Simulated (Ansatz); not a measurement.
# Simulated XPS, UPS and emission spectra of KCdCO3F, part 3 of 3

Wanted: projected DOS of KCdCO3F, weighted into photoemission and X-ray emission spectra, at several levels of theory. Spin–orbit coupling is left out of the bands throughout.

Ansatz 0.2.0; DFT, PBEsol, plane-wave PAW, default files, scalar-relativistic (the session's first sound run).

So far, gap on the path (eV): step 2 (the base run, PBEsol) 3.11; step 3 (with LDA) 2.98.

## 4. With r²SCAN

This step: DFT, r2SCAN, plane-wave PAW, default files, scalar-relativistic (Ansatz 0.2.0).

The run is repeated with r²SCAN on the same cell, to see how much the levels hang on the functional.

File input.yaml:

```yaml
crystal:
  lattice:
    - [5.1349, 0.0, 0.0]
    - [-2.56745, 4.4469538459, 0.0]
    - [0.0, 0.0, 8.846]
  atoms:
    - { symbol: Cd, position: [0.0, 0.0, 0.75] }
    - { symbol: Cd, position: [0.0, 0.0, 0.25] }
    - { symbol: K, position: [0.6666666667, 0.3333333333, 0.0] }
    - { symbol: K, position: [0.6666666667, 0.3333333333, 0.5] }
    - { symbol: F, position: [0.0, 0.0, 0.0] }
    - { symbol: F, position: [0.0, 0.0, 0.5] }
    - { symbol: O, position: [0.5391000001, 0.9453, 0.75] }
    - { symbol: O, position: [0.4062, 0.4608999999, 0.75] }
    - { symbol: O, position: [0.0547, 0.5938, 0.75] }
    - { symbol: O, position: [0.0547, 0.4608999999, 0.25] }
    - { symbol: O, position: [0.5391000001, 0.5938, 0.25] }
    - { symbol: O, position: [0.4062, 0.9453, 0.25] }
    - { symbol: C, position: [0.3333333333, 0.6666666667, 0.75] }
    - { symbol: C, position: [0.3333333333, 0.6666666667, 0.25] }
kpoints:
  mp_grid: { grid: [6, 6, 4] }
  band_path:
    path:
      - [[0.0, 0.0, 0.0], [0.5, 0.0, 0.0], [0.333333, 0.333333, 0.0], [0.0, 0.0, 0.0], [0.0, 0.0, 0.5], [0.5, 0.0, 0.5], [0.333333, 0.333333, 0.5], [0.0, 0.0, 0.5]]
      - [[0.5, 0.0, 0.5], [0.5, 0.0, 0.0]]
      - [[0.333333, 0.333333, 0.5], [0.333333, 0.333333, 0.0]]
    npoints: 6
scf:
  occupations: { method: fermi_dirac, width: 0.02 }
  n_extra_bands: 32
hamiltonian:
  xc: r2scan
  pseudopotentials: { kind: paw }
output:
  forces: true
  stress: true
  dos:
    projected: true
    de: 0.05
    e_range: [-30, 12]
    nscf_kmesh: { grid: [12, 12, 6] }
  fatbands: true
```

Command:

```bash
$ ansatz run input.yaml --threads 2 --pin off --max-ram 6144MiB --backend cpu --events-out ev --progress --plain --runs-dir out
```

Numbers of over 12 decimals in the logs are rounded to 6 here.

Log:

```text
[...]
Crystal: 14 atoms, lattice volume = 201.995 Å³
Basis set: ecut = 500 eV, 5169 PW (Γ), exchange–correlation on 160×160×288 points (64 copies of the dense FFT grid, shifted against one another)
Bands: 90, of which v1, the nominal top of the filled ones, is band 58 counted from 1 (57 counted from 0)
Symmetry: 12 space group operations
[...]
k-points: 21 of 144 (time reversal used)
[...]
SCF iter   1: F=—  HF=-25161.160208 eV  |F-HF|=—  |Δ(HF+E_count)|=         —  Δρ=8.99e-3  dr2=1.23e-1  dr2_τ=1.09e0  ethr=1.77e-3  ⟨swp⟩=6.0  Hψ=8093  notcnv=0  defer=230
[...]
SCF iter   8: F=-25161.364963 eV  HF=-25161.364963 eV  |F-HF|=1.73e-8  |Δ(HF+E_count)|=   2.09e-7  Δρ=3.16e-6  dr2=2.47e-8  dr2_τ=1.78e-9  ethr=8.62e-11  ⟨swp⟩=13.2  Hψ=11284  notcnv=0
SCF 1 converged in 8 iterations: F = -25161.364963 eV  dr2 = 2.47e-8
[...]
SCF converged after 8 iterations
Free energy (F): -25161.364963 eV
[...]
Internal energy: -25161.364963 eV  (E = F + TS)
E sigma→0 (E₀):  -25161.364963 eV
Fermi energy:    6.242999 eV
[...]
--- Forces (eV/Å), atoms counted from 1 ---
  atom   1  Cd    -0.00000000    -0.00000000    -0.00000000
  atom   2  Cd     0.00000000    -0.00000000    -0.00000000
  atom   3  K      0.00000000     0.00000000     0.00000000
  atom   4  K      0.00000000     0.00000000     0.00000000
  atom   5  F      0.00000000    -0.00000000    -0.00000000
  atom   6  F      0.00000000    -0.00000000    -0.00000000
  atom   7  O     -0.07388997     0.08658109     0.00000000
  atom   8  O      0.11192641     0.02070005    -0.00000000
  atom   9  O     -0.03803644    -0.10728114    -0.00000000
  atom  10  O     -0.11192641     0.02070005    -0.00000000
  atom  11  O      0.03803644    -0.10728114     0.00000000
  atom  12  O      0.07388997     0.08658109     0.00000000
  atom  13  C      0.00000000    -0.00000000    -0.00000000
  atom  14  C     -0.00000000    -0.00000000    -0.00000000
  max |Σ_I F_I| component: 7.63e-17 eV/Å
--- Stress (GPa, compression-positive) ---
        0.616881       0.000000      -0.000000
       -0.000000       0.616881      -0.000000
       -0.000000      -0.000000       0.738047
  P = ⅓ Tr σ = 0.6573 GPa (6.573 kbar)
--- Band table (eV; the first three rows and the last of 21) ---
  k-point 0: bands = [... 54 lower, 3.0382, 3.0382, 3.6591, 4.3186, 8.0973, 10.3452, 10.3696, 11.0468, ... 28 higher]
  k-point 1: bands = [... 54 lower, 3.0326, 3.0326, 3.7593, 4.2284, 8.2900, 9.6344, 10.6599, 10.9788, ... 28 higher]
  k-point 2: bands = [... 54 lower, 3.0165, 3.0165, 3.9993, 3.9993, 8.8409, 8.8409, 10.8286, 10.8286, ... 28 higher]
  k-point 20: bands = [... 54 lower, 3.0564, 3.0564, 4.2260, 4.2260, 10.6920, 10.6920, 11.0335, 11.0335, ... 28 higher]
```

Elapsed: 4 min, on 2 threads of Arm Neoverse V2, shared host; peak memory 1.5 GiB.

This step gave:

```yaml
free_energy: -25161.3650 eV
fermi_energy: 6.243 eV
pressure: 0.6573 GPa
gap_on_the_k_mesh: 3.775 eV
share_of_occupied_states_in_no_projected_shell: 0.007 of the occupied states in the window
gap_on_the_path: 3.775 eV
least_direct_gap_on_the_path: 3.779 eV
valence_top_on_path: 4.00e-4 eV
```

The electronic bands at the labelled points (eV, zero at the valence-band maximum; v1 is the highest filled band, c1 the lowest empty one):

```
    point     v4     v3     v2     v1    c1    c2
        Γ  -1.28  -1.28  -0.66   0.00  3.77  6.02
  halfway  -1.27  -1.19  -0.32   0.00  4.54  6.42
        M  -1.25  -0.83  -0.03  -0.01  5.60  6.76
  halfway  -1.26  -0.82  -0.06  -0.06  5.72  6.74
        K  -1.25  -0.78  -0.11  -0.09  5.88  6.74
  halfway  -1.28  -1.14  -0.27  -0.01  4.75  6.50
        Γ  -1.28  -1.28  -0.66   0.00  3.77  6.02
  halfway  -1.29  -1.29  -0.56  -0.09  3.97  5.31
        A  -1.30  -1.30  -0.32  -0.32  4.52  4.52
  halfway  -1.30  -1.30  -0.20  -0.20  5.19  5.19
        L  -1.27  -1.27  -0.03  -0.03  6.11  6.11
  halfway  -1.27  -1.27  -0.07  -0.07  6.22  6.22
        H  -1.26  -1.26  -0.10  -0.10  6.37  6.37
  halfway  -1.31  -1.31  -0.17  -0.17  5.38  5.38
        A  -1.30  -1.30  -0.32  -0.32  4.52  4.52
jump to L  -1.27  -1.27  -0.03  -0.03  6.11  6.11
  halfway  -1.27  -0.98  -0.03  -0.02  5.73  6.68
        M  -1.25  -0.83  -0.03  -0.01  5.60  6.76
jump to H  -1.26  -1.26  -0.10  -0.10  6.37  6.37
  halfway  -1.28  -0.95  -0.10  -0.09  6.00  6.67
        K  -1.25  -0.78  -0.11  -0.09  5.88  6.74
```

Of the projections kept (Cd s, Cd d, K s, K p, F p, O s, O p, C s, C p, not projected), the largest for each band there; the rest of the weight can lie on other orbitals:

```
point        v4        v3        v2        v1         c1         c2
    Γ  O p 0.97  O p 0.97  O p 0.88  O p 0.78  Cd s 0.36  Cd s 0.72
    M  O p 0.95  O p 0.43  O p 0.93  O p 0.91  Cd s 0.73   C p 0.52
    K  O p 0.95  F p 0.41  O p 0.94  O p 0.93  Cd s 0.73   C p 0.52
    Γ  O p 0.97  O p 0.97  O p 0.88  O p 0.78  Cd s 0.36  Cd s 0.72
    A  O p 0.95  O p 0.95  O p 0.83  O p 0.83  Cd s 0.37  Cd s 0.37
    L  O p 0.78  O p 0.78  O p 0.93  O p 0.93  Cd s 0.69  Cd s 0.69
```

Side by side:

```
                         quantity  this run  base run  difference
             gap on the path (eV)    3.7751    3.1089       0.666
least direct gap on the path (eV)    3.7787    3.1118       0.667
           gap on the k-mesh (eV)    3.7755    3.1089       0.667
```

One result that differs is the gap on the k-mesh, 3.78 eV against 3.11 eV.

At this level the gap is 3.78 eV on the path.

## 5. Another try

In this try the input is made faulty on purpose, to show what that does.

This step: DFT, PBEsol, plane-wave PAW, default files, scalar-relativistic; changed: kpoints.mp_grid.kspacing = 0.3, scf.max_iter = 80 (Ansatz 0.2.0).

Edit input.yaml of step 4 so:

```diff
@@ -21,9 +21,3 @@
 kpoints:
-  mp_grid: { grid: [6, 6, 4] }
-  band_path:
-    path:
-      - [[0.0, 0.0, 0.0], [0.5, 0.0, 0.0], [0.333333, 0.333333, 0.0], [0.0, 0.0, 0.0], [0.0, 0.0, 0.5], [0.5, 0.0, 0.5], [0.333333, 0.333333, 0.5], [0.0, 0.0, 0.5]]
-      - [[0.5, 0.0, 0.5], [0.5, 0.0, 0.0]]
-      - [[0.333333, 0.333333, 0.5], [0.333333, 0.333333, 0.0]]
-    npoints: 6
+  mp_grid: { grid: [6, 6, 4], kspacing: 0.3 }
 scf:
@@ -31,4 +25,5 @@
   n_extra_bands: 32
+  max_iter: 80
 hamiltonian:
-  xc: r2scan
+  xc: pbesol
   pseudopotentials: { kind: paw }
@@ -42,2 +37 @@
     nscf_kmesh: { grid: [12, 12, 6] }
-  fatbands: true
```

Log:

```text
Error: invalid value for `kpoints.mp_grid.kspacing`: mutually exclusive with `grid` — set one or the other
```

Elapsed: 0.13 s, on 2 threads; peak memory 0.087 GiB.

The program refused the input before any cycle.

The program's message: “Error: invalid value for `kpoints.mp_grid.kspacing`: mutually exclusive with `grid` — set one or the other”

The change that led to it: kpoints.mp_grid.kspacing = 0.3.

## 6. Summary of results

| Property | Result |
| --- | --- |
| least gap on the mesh and the path | 3.11 eV |
| strongest listed peak within 13 eV of the zero, at 1486.7 eV | 6.1 eV binding, mostly Cd 4d |
| strongest listed peak within 13 eV of the zero, at 21.2 eV | 1.5 eV binding, mostly O 2p |
| Cd 4d centre of the filled part | -5.77 eV (10.0 states an atom) |
| PBEsol (2.5 min on 2 threads) | gap 3.11 eV, highest Al Kα peak within 13 eV at 6.1 eV (Cd 4d) |
| LDA (2.4 min on 2 threads) | gap 2.98 eV, highest Al Kα peak within 13 eV at 6.0 eV (Cd 4d) |
| r²SCAN (4 min on 2 threads) | gap 3.78 eV, highest Al Kα peak within 13 eV at 6.2 eV (Cd 4d) |

What this shows: KCdCO3F is an insulator or semiconductor at the base level (gap 3.11 eV), and its valence spectrum changes with photon energy as the shells' cross sections do. At 21.2 eV the valence spectrum has its highest listed peaks within 9.65 eV at 0.2 eV (O 2p), 1.5 eV (O 2p), 5.2 eV (O 2p) and 6.4 eV (mixed, O 2p leading). At 1486.7 eV the valence spectrum has its highest listed peaks within 13 eV at 6.1 eV (Cd 4d) and 11.1 eV (K 3p). The shell named is the one with most of the intensity, cross sections included, not always the one with most states there. In the main run, from 1486.7 eV towards hard X-rays the K 3s share grows by 20 points, as its cross section falls more slowly with photon energy than those of the shells it gains on. With LDA, the gap on the path moves from 3.11 to 2.98 eV. With r²SCAN, the gap on the path moves from 3.11 to 3.78 eV. At 21.2 eV the area is led by O 2p (68 %), at 8047.8 eV by Cd 4d (31 %). Kohn–Sham levels aren't quasiparticle energies, so peak positions are approximate. Semilocal functionals underbind filled localised shells, so the Cd 4d peak should lie deeper in a measurement, and spin–orbit coupling splits d and f lines of heavy atoms. Each run has its own recipe for the spectra (widths, photon energies, in some runs the light), so peak heights and places can differ between runs for that reason too. Semilocal Kohn–Sham gaps are too small as a rule. Spin–orbit coupling is left out, which matters for the heavy atoms here.

[Logs are printed without paths, hosts, clocks, repeated set-up lines and the standing remarks that a program may print on its own settings, such as how far it seeks lower states.]

[Hosts, paths, dates, database ids (printed as entryN), source tags and the programs' standing remarks are cut or masked in the printed files.]

[Maps of the electrostatic potential energy from Ansatz leave out the sawtooth potential of an applied field or a dipole correction, so their vacuum need not be flat; work functions include it.]

[Peak lists hold at most the 14 tallest peaks of each spectrum; further lines can be left out.]
